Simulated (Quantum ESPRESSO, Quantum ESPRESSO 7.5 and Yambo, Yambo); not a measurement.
**NaF (Villiaumite): bands and cutoff in G0W0 with Yambo**

Wanted: a converged G0W0 gap of NaF (Villiaumite), or an estimate of the limit.

Method: PBE and many-body steps on it, plane waves, in Quantum ESPRESSO 7.5 and Yambo 5.3.0.

Report form: the programs' logs are mostly left out.

The database entry behind the starting cell differs from later determinations by our own check (0.1 to 0.3 % short, probably kX units), so it need not match the best structure at ambient conditions.

### Step 1. Set-up

It takes space group Fm-3m (No. 225, cubic). The conventional cell has a = 4.620 Å, b = 4.620 Å, c = 4.620 Å, α = 90.00°, β = 90.00°, γ = 90.00°. Nearest to Na lie 6 F at 2.31 Å. Nearest to F lie 6 Na at 2.31 Å. Farther neighbours and most contacts between anions are not listed.

The cell and positions come from the Crystallography Open Database and are kept as given unless a step says otherwise.

### Step 2. Empty states on the mesh, 6×6×6 mesh, 298 bands

This step: Quantum ESPRESSO 7.5; DFT, PBE, plane waves, norm-conserving pseudopotentials.

The sums over transitions need many empty states on a uniform mesh; this step solves for them.

File pw.in:

```
&control
  calculation = 'nscf'
  prefix = 'x'
  outdir = 'o'
  pseudo_dir = 'pseudo'
/
&system
  ibrav = 0
  nat = 2
  ntyp = 2
  ecutwfc = 76.0
  nbnd = 298
  force_symmorphic = .true.
/
&electrons
  conv_thr = 1e-9
  electron_maxstep = 80
  diago_full_acc = .true.
  diago_thr_init = 5e-6
/
ATOMIC_SPECIES
  Na 22.99 Na.upf
  F 18.998 F.upf
CELL_PARAMETERS angstrom
  -0.0000000000 2.3100000000 2.3100000000
  2.3100000000 0.0000000000 2.3100000000
  2.3100000000 2.3100000000 0.0000000000
ATOMIC_POSITIONS crystal
  Na 0.0000000000 0.0000000000 0.0000000000
  F 0.5000000000 0.5000000000 0.5000000000
K_POINTS automatic
  6 6 6 0 0 0
```

Launch:

```bash
OMP_NUM_THREADS=1 mpirun -n 4 pw.x -nk 4 -in pw.in > pw.out
```

It took 27 s on 4 MPI ranks of Arm Neoverse V2, shared host; peak memory 0.41 GiB.

Numbers from this step:

```
gap                                                           : 6.390 eV
k of the valence top                                          : 0, 0, 0
k of the conduction bottom                                    : 0, 0, 0
least direct gap                                              : 6.390 eV
k points computed                                             : 16
lowest point of the top converged band, above the valence top : 290.7043 eV
```

On this mesh the gap is 6.390 eV.

The density comes from a self-consistent run that is not shown.

### Step 3. Conversion and set-up

This step: Yambo 5.3.0; conversion and set-up on PBE, plane waves, norm-conserving pseudopotentials.

The states are converted to the many-body program's format and the q mesh is built.

Launch:

```bash
(cd o/x.save; p2y > p2y.log; mv SAVE ../..); yambo > setup.log
```

It took 1.9 s on 1 MPI rank; peak memory 0.24 GiB.

### Step 4. 44 bands, 122.5 eV

G0W0 replaces the xc potential by the self-energy, built once from these orbitals. Only a window of levels is corrected, while the sums run over the empty bands that the input names.

This step: G0W0 on PBE, plane waves, norm-conserving pseudopotentials.

File gw1.in:

```
HF_and_locXC
gw0
dyson
ppa
em1d
rim_cut
RandQpts= 1000000
RandGvec= 1 RL
EXXRLvcs= 76 Ry
VXCRLvcs= 304 Ry
Chimod= "HARTREE"
% BndsRnXp
 1 | 44 |
%
NGsBlkXp= 9 Ry
% LongDrXp
 1 | 1 | 1 |
%
% GbndRnge
 1 | 44 |
%
DysSolver= "n"
ExtendOut
PPAPntXp= 27.21138 eV
% QPkrange
 1 | 1 | 7 | 10 |
%
```

Launch:

```bash
OMP_NUM_THREADS=1 mpirun -n 4 yambo -F gw1.in -J gw1 -C gw1 > gw1.log
```

It took 23 s on 4 MPI ranks; peak memory 1.4 GiB; 86 s of CPU time.

Numbers from this step:

```yaml
g0w0_gap_on_the_points_computed: 10.38 eV
starting_gap_on_the_mesh: 6.390 eV
k_of_the_valence_top: 0, 0, 0
k_of_the_conduction_bottom: 0, 0, 0
least_direct_g0w0_gap_on_the_computed_points: 10.38 eV
z_at_the_valence_top: 0.8262
z_at_the_conduction_bottom: 0.9052
```

The gap on the mesh goes from 6.39 eV to 10.38 eV, a correction of +3.99 eV.

### Step 5. 126 bands, 231.3 eV

File gw2.in:

```
HF_and_locXC
gw0
dyson
ppa
em1d
rim_cut
RandQpts= 1000000
RandGvec= 1 RL
EXXRLvcs= 76 Ry
VXCRLvcs= 304 Ry
Chimod= "HARTREE"
% BndsRnXp
 1 | 126 |
%
NGsBlkXp= 17 Ry
% LongDrXp
 1 | 1 | 1 |
%
% GbndRnge
 1 | 126 |
%
DysSolver= "n"
ExtendOut
PPAPntXp= 27.21138 eV
% QPkrange
 1 | 1 | 7 | 10 |
%
```

Launch:

```bash
OMP_NUM_THREADS=1 mpirun -n 4 yambo -F gw2.in -J gw2 -C gw2 > gw2.log
```

Run time: 2.5 min. Hardware: 4 MPI ranks; peak memory 1.6 GiB.

This step gave:

```
G0W0 gap on the points computed              : 10.51 eV
starting gap on the mesh                     : 6.390 eV
k of the valence top                         : 0, 0, 0
k of the conduction bottom                   : 0, 0, 0
least direct G0W0 gap on the computed points : 10.51 eV
Z at the valence top                         : 0.8219
Z at the conduction bottom                   : 0.9033
```

Against G0W0 in Yambo (6×6×6 mesh, 44 bands, screening to 122.5 eV, Godby-Needs plasmon pole), the gap moves by +0.138 eV.

### Step 6. 298 bands, 353.7 eV

File gw3.in:

```
HF_and_locXC
gw0
dyson
ppa
em1d
rim_cut
RandQpts= 1000000
RandGvec= 1 RL
EXXRLvcs= 76 Ry
VXCRLvcs= 304 Ry
Chimod= "HARTREE"
% BndsRnXp
 1 | 298 |
%
NGsBlkXp= 26 Ry
% LongDrXp
 1 | 1 | 1 |
%
% GbndRnge
 1 | 298 |
%
DysSolver= "n"
ExtendOut
PPAPntXp= 27.21138 eV
% QPkrange
 1 | 1 | 7 | 10 |
%
```

Launch:

```bash
OMP_NUM_THREADS=1 mpirun -n 4 yambo -F gw3.in -J gw3 -C gw3 > gw3.log
```

Elapsed: 14 min, on 4 MPI ranks; peak memory 2.2 GiB.

Numbers from this step:

- G0W0 gap on the points computed: 10.68 eV
- starting gap on the mesh: 6.390 eV
- k of the valence top: 0, 0, 0
- k of the conduction bottom: 0, 0, 0
- least direct G0W0 gap on the computed points: 10.68 eV

Against G0W0 in Yambo (6×6×6 mesh, 126 bands, screening to 231.3 eV, Godby-Needs plasmon pole), the gap moves by +0.166 eV.

### Step 7. Side by side

Times are wall times on 4 MPI ranks of Arm Neoverse V2, shared host, good to a factor of about two.

```tsv
run	mesh	bands	screening cutoff (eV)	DFT gap (eV)	gap on the mesh (eV)	direct (eV)	time
44 bands, 122.5 eV	6×6×6	44	122.5	6.390	10.377	10.377	23 s
126 bands, 231.3 eV	6×6×6	126	231.3	6.390	10.514	10.514	2.5 min
298 bands, 353.7 eV	6×6×6	298	353.7	6.390	10.681	10.681	14 min
```

### Step 8. Results

* 44 bands, 122.5 eV: 10.377 eV
* 126 bands, 231.3 eV: 10.514 eV
* 298 bands, 353.7 eV: 10.681 eV
* known limits: not at the basis limit

From the first rung to the last the gap moves by +0.30 eV for 37 times the time. The steps are not yet shrinking, so no limit is drawn. In the G0W0 runs levels were corrected at 1 k point alone, so a gap called «on the mesh» is the least over those, and an edge elsewhere would be missed.

[Paths, hosts, dates, memory and timing lines, banners, echoed tables and standing remarks are left out of the program output.]

[Logs are printed without paths, hosts, clocks, repeated set-up lines and the standing remarks that a program may print on its own settings, such as how far it seeks lower states.]

[Runs of the session that timed out or met a known fault of the program may be left out.]

[Hosts, paths, dates, database ids (printed as entryN), source tags and the programs' standing remarks are cut or masked in the printed files.]
